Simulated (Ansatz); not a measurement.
# A hypothetical structure for VCuSnAs

Starting from a made-up structure for VCuSnAs, the aim is the relaxed cell, its shortest contacts and, where a second run follows, its electronic structure.

Calculated with Ansatz 0.2.0; DFT, PBEsol, plane-wave PAW, files of the set soft_1, scalar-relativistic, ferromagnetic start, cell and ions relaxed at zero pressure; PAW set soft_1, in the first sound run; inputs show where later runs differ.

In doubt: warnings of the run leave room for a lower electronic state, so energies may not be the lowest and differences between runs may mislead.

## Step 1: The starting structure

Symmetry: P4/nmm, No. 129, tetragonal system. Conventional cell: a = 3.715 Å, b = 3.715 Å, c = 9.829 Å, α = 90.00°, β = 90.00°, γ = 90.00°. Sn has 4 Sn at 2.63 Å and 4 V at 2.84 Å nearest. Nearest to As lie 4 Cu at 2.63 Å and 4 V at 2.77 Å. Nearest to Cu lie 4 Cu at 2.63 Å and 4 As at 2.63 Å. V has 4 As at 2.77 Å and 4 Sn at 2.84 Å nearest. Farther neighbours are not listed.

## Step 2: Relaxation of the guess

The guessed cell has no reason to be at equilibrium. It is relaxed with the atoms, within the space group of the guess.

The input, input.yaml:

```yaml
crystal:
  lattice:
    - [3.715, 0.0, 0.0]
    - [0.0, 3.715, 0.0]
    - [0.0, 0.0, 9.829]
  atoms:
    - { symbol: Sn, position: [0.0, 0.0, 0.0] }
    - { symbol: Sn, position: [0.5, 0.5, 0.0] }
    - { symbol: As, position: [0.5, 0.0, 0.69] }
    - { symbol: As, position: [0.0, 0.5, 0.31] }
    - { symbol: Cu, position: [0.0, 0.0, 0.5], spin: 0.6 }
    - { symbol: Cu, position: [0.5, 0.5, 0.5], spin: 0.6 }
    - { symbol: V, position: [0.5, 0.0, 0.2192], spin: 2.0 }
    - { symbol: V, position: [0.0, 0.5, 0.7808], spin: 2.0 }
magnetization:
  spin_polarized: true
kpoints:
  mp_grid: { grid: [7, 7, 3] }
scf:
  occupations: { method: fermi_dirac, width: 0.05 }
hamiltonian:
  xc: pbesol
  pseudopotentials: { kind: paw, azcp: { folder: soft_1 }, xc_functional: pbe }
relax:
  f_tol: 0.015
  max_steps: 70
  cell: {}
output:
  forces: true
  stress: true
```

On the command line:

```sh
$ ansatz run input.yaml --threads 4 --pin off --max-ram 10240MiB --backend cpu --events-out ev --progress --plain --runs-dir out
```

Numbers of over 12 decimals in the logs are rounded to 6 here.

Log:

```text
Engine: ansatz 0.2.0, aarch64-unknown-linux-gnu
Pseudopotentials: kind: paw
Pseudopotential: Sn, paw, valence charge 14, recommended cutoff 420 eV (normal), soft_1/Sn.paw.azcp
Pseudopotential: As, paw, valence charge 15, recommended cutoff 420 eV (normal), soft_1/As.paw.azcp
Pseudopotential: Cu, paw, valence charge 19, recommended cutoff 420 eV (normal), soft_1/Cu.paw.azcp
Pseudopotential: V, paw, valence charge 13, recommended cutoff 420 eV (normal), soft_1/V.paw.azcp
Functional definition: PBEsol
  exchange = pbesol_x
  correlation = pbesol_c
Crystal: 8 atoms, lattice volume = 135.652 Å³
Basis set: ecut = 420 eV, 2665 PW (Γ), exchange–correlation on 50×50×144 points (8 copies of the dense FFT grid, shifted against one another)
Bands: 77, of which v1, the nominal top of the filled ones, is band 61 counted from 1 (60 counted from 0)
Symmetry: 16 space group operations
Space group: P4/nmm (ITA 129), of the structure as read, at distance tolerance 5.1e-5 Å
Magnetic group: BNS 129.411 (UNI 1071), of the structure as read, at distance tolerance 5.1e-5 Å
k-points: 20 of 147
Non-local potential: Sn, projectors of the file, l = 0: 2, l = 1: 2, l = 2: 2, l = 3: 1
Non-local potential: As, projectors of the file, l = 0: 2, l = 1: 2, l = 2: 3, l = 3: 1
Non-local potential: Cu, projectors of the file, l = 0: 3, l = 1: 2, l = 2: 3, l = 3: 1
Non-local potential: V, projectors of the file, l = 0: 3, l = 1: 2, l = 2: 3, l = 3: 1
PAW form: soft (Blöchl's): semilocal exchange-correlation on the pseudo side does not see the compensation charge
PAW frozen core: Sn, regenerated for the run's functional, and the local potential with it (the file was generated under x = pbe(κ = 0.804, μ = 0.219515), c = pbe(β = 0.066725))
PAW frozen core: As, regenerated for the run's functional, and the local potential with it (the file was generated under x = pbe(κ = 0.804, μ = 0.219515), c = pbe(β = 0.066725))
PAW frozen core: Cu, regenerated for the run's functional, and the local potential with it (the file was generated under x = pbe(κ = 0.804, μ = 0.219515), c = pbe(β = 0.066725))
PAW frozen core: V, regenerated for the run's functional, and the local potential with it (the file was generated under x = pbe(κ = 0.804, μ = 0.219515), c = pbe(β = 0.066725))
PAW one-centre angular grid: Sn, 590 points (default); XC on 64 Gauss nodes
PAW one-centre angular grid: As, 590 points (default); XC on 64 Gauss nodes
PAW one-centre angular grid: Cu, 590 points (default); XC on 64 Gauss nodes
PAW one-centre angular grid: V, 590 points (default); XC on 64 Gauss nodes
Initial density: superposition of atomic densities (chi_scale 0.1, normalization cell)
Starting moments: Σ|m| = 5.2 μB on 4 of 8 sites
Initial wavefunctions: pseudopotential atomic-orbital guess
Functional: x = pbesol(κ = 0.804, μ = 0.123457), c = pbesol(β = 0.046)
SCF iter   1: F=—  HF=-40474.990767 eV  |F-HF|=—  |Δ(HF+E_count)|=         —  Δρ=1.30e-1 (↑1.30e-1 ↓1.14e-1)  dr2=8.65e1  dr2_m=2.29e-1  M=3.349 μB ∫|m|=4.142 μB  β_m=0.30  ethr=3.10e-3  ⟨swp⟩=6.0  Hψ=11149  notcnv=0  defer=2
Mixer restart at iter 1: flushing history
preconditioner: auto → Kerker (q_TF=auto, 2.680 Å⁻¹)  [metal: Δε(μ)=0.004 eV  Ē_g=11.868 eV  σ=0.050 eV  W_gap=0.02  n_scr=48 (ndim 8)  ℏωp=26.7 eV  f_vac=0.000  D(μ)=10.86/eV (n_scr^D=118)]
spin=Collinear: Kerker preconditioning applied to the charge; magnetization (m = ρ↑ − ρ↓) channel mixes plain (no charge-response kernel on spin).
SCF iter   2: F=—  HF=-40474.395559 eV  |F-HF|=—  |Δ(HF+E_count)|=   5.95e-1  Δρ=5.18e-2 (↑4.98e-2 ↓5.18e-2)  dr2=6.07e0  dr2_m=2.06e-1  M=2.747 μB ∫|m|=3.767 μB  β_m=0.26  ethr=3.10e-3  ⟨swp⟩=4.0  Hψ=7822  notcnv=0  defer=187
SCF iter   3: F=—  HF=-40471.938749 eV  |F-HF|=—  |Δ(HF+E_count)|=    2.46e0  Δρ=1.49e-2 (↑1.42e-2 ↓1.49e-2)  dr2=1.19e0  dr2_m=1.22e-1  M=2.764 μB ∫|m|=3.822 μB  β_m=0.37  ethr=3.10e-3  ⟨swp⟩=2.0  Hψ=6427  notcnv=0  defer=213
SCF iter   4: F=—  HF=-40472.040370 eV  |F-HF|=—  |Δ(HF+E_count)|=   1.02e-1  Δρ=1.52e-2 (↑1.52e-2 ↓1.47e-2)  dr2=2.38e0  dr2_m=2.48e-2  M=2.718 μB ∫|m|=3.751 μB  β_m=0.56  ethr=9.78e-4  ⟨swp⟩=2.0  Hψ=6345  notcnv=0  defer=210
SCF iter   5: F=—  HF=-40472.051793 eV  |F-HF|=—  |Δ(HF+E_count)|=   1.14e-2  Δρ=9.04e-3 (↑9.04e-3 ↓4.96e-3)  dr2=1.59e-1  dr2_m=1.52e-2  M=2.534 μB ∫|m|=3.512 μB  β_m=0.69  ethr=9.78e-4  ⟨swp⟩=2.3  Hψ=4293  notcnv=0  defer=210
SCF iter   6: F=—  HF=-40472.097925 eV  |F-HF|=—  |Δ(HF+E_count)|=         —  Δρ=1.10e-2 (↑1.10e-2 ↓7.47e-3)  dr2=1.12e-1  dr2_m=6.97e-2  M=2.246 μB ∫|m|=2.998 μB  β_m=0.69  ethr=1.31e-4  ⟨swp⟩=2.2  Hψ=6061  notcnv=0  defer=199
SCF iter   7: F=—  HF=-40472.105231 eV  |F-HF|=—  |Δ(HF+E_count)|=   7.31e-3  Δρ=1.00e-2 (↑1.00e-2 ↓6.09e-3)  dr2=2.68e-1  dr2_m=2.35e-2  M=2.174 μB ∫|m|=2.842 μB  β_m=0.85  ethr=9.19e-5  ⟨swp⟩=2.0  Hψ=3544  notcnv=0  defer=199
SCF iter   8: F=—  HF=-40472.100083 eV  |F-HF|=—  |Δ(HF+E_count)|=   5.15e-3  Δρ=3.40e-3 (↑3.40e-3 ↓2.20e-3)  dr2=4.43e-2  dr2_m=1.87e-3  M=2.119 μB ∫|m|=2.725 μB  β_m=0.78  ethr=9.19e-5  ⟨swp⟩=2.0  Hψ=4410  notcnv=0  defer=198
SCF iter   9: F=—  HF=-40472.095931 eV  |F-HF|=—  |Δ(HF+E_count)|=   4.15e-3  Δρ=1.28e-3 (↑1.28e-3 ↓1.08e-3)  dr2=9.06e-3  dr2_m=6.36e-5  M=2.117 μB ∫|m|=2.723 μB  β_m=0.79  ethr=3.63e-5  ⟨swp⟩=2.1  Hψ=3646  notcnv=0  defer=164
SCF iter  10: F=—  HF=-40472.095788 eV  |F-HF|=—  |Δ(HF+E_count)|=   1.43e-4  Δρ=8.30e-4 (↑8.30e-4 ↓7.46e-4)  dr2=4.36e-3  dr2_m=1.00e-4  M=2.115 μB ∫|m|=2.725 μB  β_m=0.72  ethr=7.43e-6  ⟨swp⟩=1.9  Hψ=3261  notcnv=0  defer=164
SCF iter  11: F=—  HF=-40472.095312 eV  |F-HF|=—  |Δ(HF+E_count)|=   4.76e-4  Δρ=1.27e-4 (↑1.09e-4 ↓1.27e-4)  dr2=2.13e-4  dr2_m=1.58e-6  M=2.111 μB ∫|m|=2.720 μB  β_m=0.80  ethr=3.57e-6  ⟨swp⟩=1.6  Hψ=3128  notcnv=0  defer=164
SCF iter  12: F=—  HF=-40472.095328 eV  |F-HF|=—  |Δ(HF+E_count)|=   1.63e-5  Δρ=1.81e-4 (↑1.81e-4 ↓1.06e-4)  dr2=1.45e-4  dr2_m=3.75e-6  M=2.112 μB ∫|m|=2.722 μB  β_m=0.69  ethr=1.74e-7  ⟨swp⟩=1.9  Hψ=3299  notcnv=0  defer=164
SCF iter  13: F=—  HF=-40472.095321 eV  |F-HF|=—  |Δ(HF+E_count)|=   7.66e-6  Δρ=2.68e-5 (↑2.68e-5 ↓1.43e-5)  dr2=3.29e-6  dr2_m=2.27e-7  M=2.112 μB ∫|m|=2.722 μB  β_m=0.73  ethr=1.19e-7  ⟨swp⟩=2.0  Hψ=3831  notcnv=0  defer=165
SCF iter  14: F=—  HF=-40472.095322 eV  |F-HF|=—  |Δ(HF+E_count)|=   1.27e-6  Δρ=3.04e-5 (↑3.04e-5 ↓2.83e-5)  dr2=6.16e-6  dr2_m=2.50e-8  M=2.112 μB ∫|m|=2.722 μB  β_m=0.73  ethr=2.70e-9  ⟨swp⟩=2.0  Hψ=4897  notcnv=0  defer=165
[...]
iter 1 solved again at ethr=1.25e-7 eV; its pass at ethr=3.10e-3 eV (dr2=1.52e-4 eV) is discarded
SCF iter   1: F=—  HF=-40473.046362 eV  |F-HF|=—  |Δ(HF+E_count)|=         —  Δρ=6.48e-4 (↑6.48e-4 ↓5.96e-4)  dr2=6.10e-5  dr2_m=4.80e-6  M=2.890 μB ∫|m|=3.736 μB  β_m=0.65  ethr=1.25e-7  ⟨swp⟩=3.6  Hψ=18959  notcnv=0
preconditioner: auto → Kerker (q_TF=auto, 2.390 Å⁻¹)  [metal: Δε(μ)=0.015 eV  Ē_g=12.427 eV  σ=0.050 eV  W_gap=0.08  n_scr=30 (ndim 8)  ℏωp=27.3 eV  f_vac=0.000  D(μ)=6.33/eV (n_scr^D=56)]
spin=Collinear: Kerker preconditioning applied to the charge; magnetization (m = ρ↑ − ρ↓) channel mixes plain (no charge-response kernel on spin).
SCF iter   2: F=—  HF=-40473.047531 eV  |F-HF|=—  |Δ(HF+E_count)|=   1.17e-3  Δρ=3.07e-4 (↑3.07e-4 ↓2.89e-4)  dr2=1.37e-4  dr2_m=6.17e-7  M=2.890 μB ∫|m|=3.736 μB  β_m=0.56  ethr=5.00e-8  ⟨swp⟩=2.0  Hψ=5521  notcnv=0
SCF iter   3: F=—  HF=-40473.047655 eV  |F-HF|=—  |Δ(HF+E_count)|=   1.24e-4  Δρ=2.04e-4 (↑2.04e-4 ↓1.91e-4)  dr2=8.74e-5  dr2_m=1.91e-7  M=2.890 μB ∫|m|=3.736 μB  β_m=0.45  ethr=5.00e-8  ⟨swp⟩=2.0  Hψ=5510  notcnv=0
SCF iter   4: F=—  HF=-40473.047650 eV  |F-HF|=—  |Δ(HF+E_count)|=   5.31e-6  Δρ=2.89e-5 (↑2.89e-5 ↓1.50e-5)  dr2=1.25e-6  dr2_m=1.88e-7  M=2.891 μB ∫|m|=3.737 μB  β_m=0.69  ethr=5.00e-8  ⟨swp⟩=2.0  Hψ=5455  notcnv=0
SCF iter   5: F=—  HF=-40473.047653 eV  |F-HF|=—  |Δ(HF+E_count)|=   3.27e-6  Δρ=1.57e-5 (↑1.57e-5 ↓1.19e-5)  dr2=5.71e-7  dr2_m=2.35e-8  M=2.891 μB ∫|m|=3.737 μB  β_m=0.84  ethr=1.02e-9  ⟨swp⟩=2.0  Hψ=5163  notcnv=0
SCF iter   6: F=—  HF=-40473.047654 eV  |F-HF|=—  |Δ(HF+E_count)|=   9.98e-7  Δρ=1.01e-5 (↑1.01e-5 ↓2.90e-6)  dr2=3.53e-7  dr2_m=2.53e-8  M=2.891 μB ∫|m|=3.737 μB  β_m=0.85  ethr=4.68e-10  ⟨swp⟩=2.0  Hψ=4904  notcnv=0
SCF iter   7: F=—  HF=-40473.047654 eV  |F-HF|=—  |Δ(HF+E_count)|=   1.77e-8  Δρ=3.79e-6 (↑3.79e-6 ↓3.45e-6)  dr2=5.58e-8  dr2_m=8.25e-10  M=2.891 μB ∫|m|=3.737 μB  β_m=0.93  ethr=2.90e-10  ⟨swp⟩=2.0  Hψ=5245  notcnv=0
SCF iter   8: F=—  HF=-40473.047654 eV  |F-HF|=—  |Δ(HF+E_count)|=   1.51e-8  Δρ=3.25e-6 (↑3.25e-6 ↓1.67e-6)  dr2=2.31e-8  dr2_m=2.52e-9  M=2.891 μB ∫|m|=3.737 μB  β_m=0.87  ethr=4.57e-11  ⟨swp⟩=2.0  Hψ=4103  notcnv=0
SCF iter   9: F=—  HF=-40473.047654 eV  |F-HF|=—  |Δ(HF+E_count)|=   3.93e-8  Δρ=7.80e-7 (↑7.80e-7 ↓7.07e-7)  dr2=1.28e-9  dr2_m=3.53e-11  M=2.891 μB ∫|m|=3.737 μB  β_m=0.93  ethr=1.89e-11  ⟨swp⟩=2.0  Hψ=5247  notcnv=0
SCF iter  10: F=—  HF=-40473.047654 eV  |F-HF|=—  |Δ(HF+E_count)|=   2.81e-9  Δρ=7.94e-7 (↑7.94e-7 ↓2.32e-7)  dr2=8.43e-10  dr2_m=2.15e-10  M=2.891 μB ∫|m|=3.737 μB  β_m=0.94  ethr=1.05e-12  ⟨swp⟩=2.0  Hψ=5164  notcnv=0
SCF iter  11: F=—  HF=-40473.047654 eV  |F-HF|=—  |Δ(HF+E_count)|=  2.47e-10  Δρ=4.29e-7 (↑4.29e-7 ↓2.01e-7)  dr2=3.78e-10  dr2_m=4.35e-11  M=2.891 μB ∫|m|=3.737 μB  β_m=0.78  ethr=1.00e-12  ⟨swp⟩=2.1  Hψ=5251  notcnv=0
SCF iter  12: F=—  HF=-40473.047654 eV  |F-HF|=—  |Δ(HF+E_count)|=  1.16e-10  Δρ=1.45e-7 (↑1.45e-7 ↓6.50e-8)  dr2=5.55e-11  dr2_m=3.72e-12  M=2.891 μB ∫|m|=3.737 μB  β_m=0.89  ethr=1.00e-12  ⟨swp⟩=1.9  Hψ=3250  notcnv=0
SCF iter  13: F=-40473.047654 eV  HF=-40473.047654 eV  |F-HF|=5.82e-11  |Δ(HF+E_count)|=  2.91e-11  Δρ=1.35e-7 (↑1.35e-7 ↓4.65e-8)  dr2=6.57e-11  dr2_m=2.96e-12  M=2.891 μB ∫|m|=3.737 μB  ethr=1.00e-12  ⟨swp⟩=3.0  Hψ=9002  notcnv=0
SCF 9 converged in 13 iterations: F = -40473.047654 eV  dr2 = 6.57e-11
relax step   9: F+E_penalty+E_count = -40473.04765443 eV  Δ(F+E_penalty+E_count) = -5.304e-4 eV  max|allowed force component| = 8.382e-4 eV/Å  Δτ_max = 0.0000 Å  P = +0.016 GPa  Ω = 129.505 Å³  stress off target by 3.95e-2 GPa  SCF on the basis re-selected at this cell (its energy is not comparable with the rows above)  (13 SCF iters)
basis re-selected at this cell: Δ(F+E_penalty+E_count) = -5.304e-4 eV, ΔP = +0.017 GPa vs the last step (what re-selecting the basis moved, of the pressure what is left beyond the Pulay correction that the steps carried, after the strain that the cell walked since its last selection, with what the two solves' SCF thresholds leave and, on support functions, any second-order correction that the steps lacked; it is no measure of the basis error at this ecutwfc). The dense FFT grid was sized anew with the basis: this SCF ran on 27×27×60 points, the steps before it on 25×25×72, so part of this shift can come from that change (see relax.cell in the input reference). [rest of the remark cut]
WARN: an SCF from ferrimagnetic starting moments (0.00, 0.00, 0.00, 0.00, 0.60, 0.60, -2.00, 2.00 Bohr magnetons, atom by atom) was not made, by what the run has read of turns of its moments that order reads lower: the deck asks for what bars it, or types moments that do (magnetization.spin_polarized, in the input reference, names some of the keys), or the run goes by scf.lower_state_search: light, the default, which as a rule tries one only behind a close that has lost an order of both signs, or on which an open d or half-filled 4f shell of a PAW file has lost a moment that was set nearer to Hund's than to what is left; [rest of the remark cut]
SCF converged after 13 iterations
Magnetization: 2.8911 μB (62.4456 up, 59.5544 down)
Absolute magnetization: 3.7430 μB (∫|ρ↑−ρ↓|, with the PAW one-centre terms)
Spin contamination: 0.1702 ħ² per cell (⟨S²⟩ above its minimum at these occupations)
Per-site moments (μB) at R_I (Å): [(-0.056640, 1.138245), (-0.056640, 1.138245), (-0.055732, 1.023142), (-0.055732, 1.023142), (-0.023479, 1.023142), (-0.023479, 1.023142), (1.502469, 1.166287), (1.502469, 1.166287)]
Free energy (F): -40473.047654 eV
Harris-Foulkes:  -40473.047654 eV  (|F-HF|=5.82e-11)
Internal energy: -40472.994925 eV  (E = F + TS)
E sigma→0 (E₀):  -40473.021290 eV
Entropy (-TS):   -0.052730 eV (-6.591 meV/atom)
Fermi energy:    15.159349 eV
--- Per-component energies (eV) ---
  E_band       = -1532.365267
  E_kinetic    = 1654.458722
  E_local      = -19314.526919  (includes V_loc(G=0)·N_el)
  E_nonlocal   = 1468.305833
  E_hartree    = 9112.877681
  E_xc         = -757.840754
  E_vxc        = -780.190701  (∫ρ·V_xc dr)
  E_paw        = -18296.006008  (= ΣΔE_a)
  E_vpaw       = -2786.172290  (= ΣTr[D̂ρ^β])
  E_aug_tail   = 0.004694  (compensation charges beyond the density's cutoff)
  E_ewald      = -14343.482476
  E_core_change = 3.214303  (= ΣΔE_core)
  E_smearing   = -0.052730  (= −TS)
  E_closure    = -0.000000  (closes the sum)
  Σ components = -40473.047654   (vs F -40473.047654, Δ=0.00e0)
--- Forces (eV/Å), atoms counted from 1 ---
  atom   1  Sn     0.00000000     0.00000000     0.00000000
  atom   2  Sn     0.00000000     0.00000000     0.00000000
  atom   3  As     0.00000000     0.00000000    -0.00004979
  atom   4  As     0.00000000     0.00000000     0.00004979
  atom   5  Cu     0.00000000     0.00000000    -0.00000000
  atom   6  Cu     0.00000000     0.00000000    -0.00000000
  atom   7  V      0.00000000     0.00000000     0.00083816
  atom   8  V      0.00000000     0.00000000    -0.00083816
  max |Σ_I F_I| component: 2.08e-17 eV/Å
--- Stress (GPa, compression-positive) ---
        0.039484       0.000000       0.000000
        0.000000       0.039484       0.000000
        0.000000       0.000000      -0.031465
  P = ⅓ Tr σ = 0.0158 GPa (0.158 kbar)
--- Relaxed structure (8 steps of the walk, 8 accepted, 1 SCFs on fresh bases) ---
  F+E_penalty+E_count = -40473.04765443 eV   max|allowed force component| = 8.382e-4 eV/Å   (the final SCF, on the basis selected at the relaxed cell)
  cell:  # Å, volume = 129.5054 Å³
    - [3.902354, 0, 0.0]
    - [0, 3.902354, 0.0]
    - [0.0, 0.0, 8.504222]
  atoms:
    - { symbol: Sn, position: [0, 0, 1.3236774920974717e-19] }
    - { symbol: Sn, position: [0.5, 0.5, 1.3236774920974717e-19] }
    - { symbol: As, position: [0.5, 0, 0.680069] }
    - { symbol: As, position: [0, 0.5, 0.319931] }
    - { symbol: Cu, position: [0, 0, 0.500000] }
    - { symbol: Cu, position: [0.5, 0.5, 0.500000] }
    - { symbol: V, position: [0.5, 0, 0.247464] }
    - { symbol: V, position: [0, 0.5, 0.752536] }
```

Wall time 98 s (4 threads of Arm Neoverse V1, shared host); peak memory 0.8 GiB.

Relaxation path:

```
step  energy less that of the first step (eV)  largest force component (eV/Å)  pressure (GPa)  volume (Å³)
   1                                   0.0000                          0.5752           -1.92       135.65
   2                                  -0.4994                          0.5203           -0.95       132.19
   3                                  -0.8528                          0.2430            0.83       129.23
   4                                  -0.9356                          0.2456            0.72       128.34
   5                                  -0.9387                          0.1407           -1.31       131.39
   6                                  -0.9517                          0.0178            0.16       129.33
   7                                  -0.9517                          0.0148           -0.07       129.58
   8                                  -0.9518                          0.0007            0.00       129.51
  9*                                  -0.9523                          0.0008            0.02       129.51
```

Relaxation steps marked * repeat the geometry before them on a plane-wave basis chosen anew for their cell, so energy and pressure can jump there.

Forces are held to the 16 operations that the run works with; a distortion that breaks them can't arise in this run.

```
     cell as run  before  after   change
           a (Å)   3.715  3.902   +5.0 %
           b (Å)   3.715  3.902   +5.0 %
           c (Å)   9.829  8.504  -13.5 %
volume (Å³/atom)   16.96  16.19   -4.5 %
```

The atoms that moved most (Å, as changes of fractional coordinates times the final cell):

```
atom     dx     dy      dz  length
  V8  0.000  0.000  -0.240   0.240
  V7  0.000  0.000   0.240   0.240
 As3  0.000  0.000  -0.084   0.084
 As4  0.000  0.000   0.084   0.084
```

This step gave:

- free energy: -40473.0477 eV
- energy at zero smearing: -40473.0213 eV
- smearing term TS: 0.05273 eV
- Fermi energy: 15.16 eV
- magnetization: 2.891 μB
- absolute magnetization: 3.743 μB
- site moments: -0.05664, -0.05664, -0.05573, -0.05573, -0.02348, -0.02348, 1.502, 1.502 μB
- electrons: 122
- symmetry operations: 16
- pressure: 0.01583 GPa

Site moment by atom:

```
atom  site moment (μB)
 Sn1             -0.06
 Sn2             -0.06
 As3             -0.06
 As4             -0.06
 Cu5             -0.02
 Cu6             -0.02
  V7              1.50
  V8              1.50
```

Shortest distances by pair of elements, guess and relaxed (not always the same contact):

```
 pair  guess (Å)  relaxed (Å)
As–Cu      2.634        2.480
Sn–Sn      2.627        2.759
Cu–Cu      2.627        2.759
 As–V      2.774        2.827
 Sn–V      2.845        2.870
```

The relaxation ends with a largest force component of 8.4e-4 eV/Å and a pressure of 0.02 GPa.

(Continued in part 2 of 2.)

[Logs are printed without paths, hosts, clocks, repeated set-up lines and the standing remarks that a program may print on its own settings, such as how far it seeks lower states.]

[Hosts, paths, dates, database ids (printed as entryN), source tags and the programs' standing remarks are cut or masked in the printed files.]
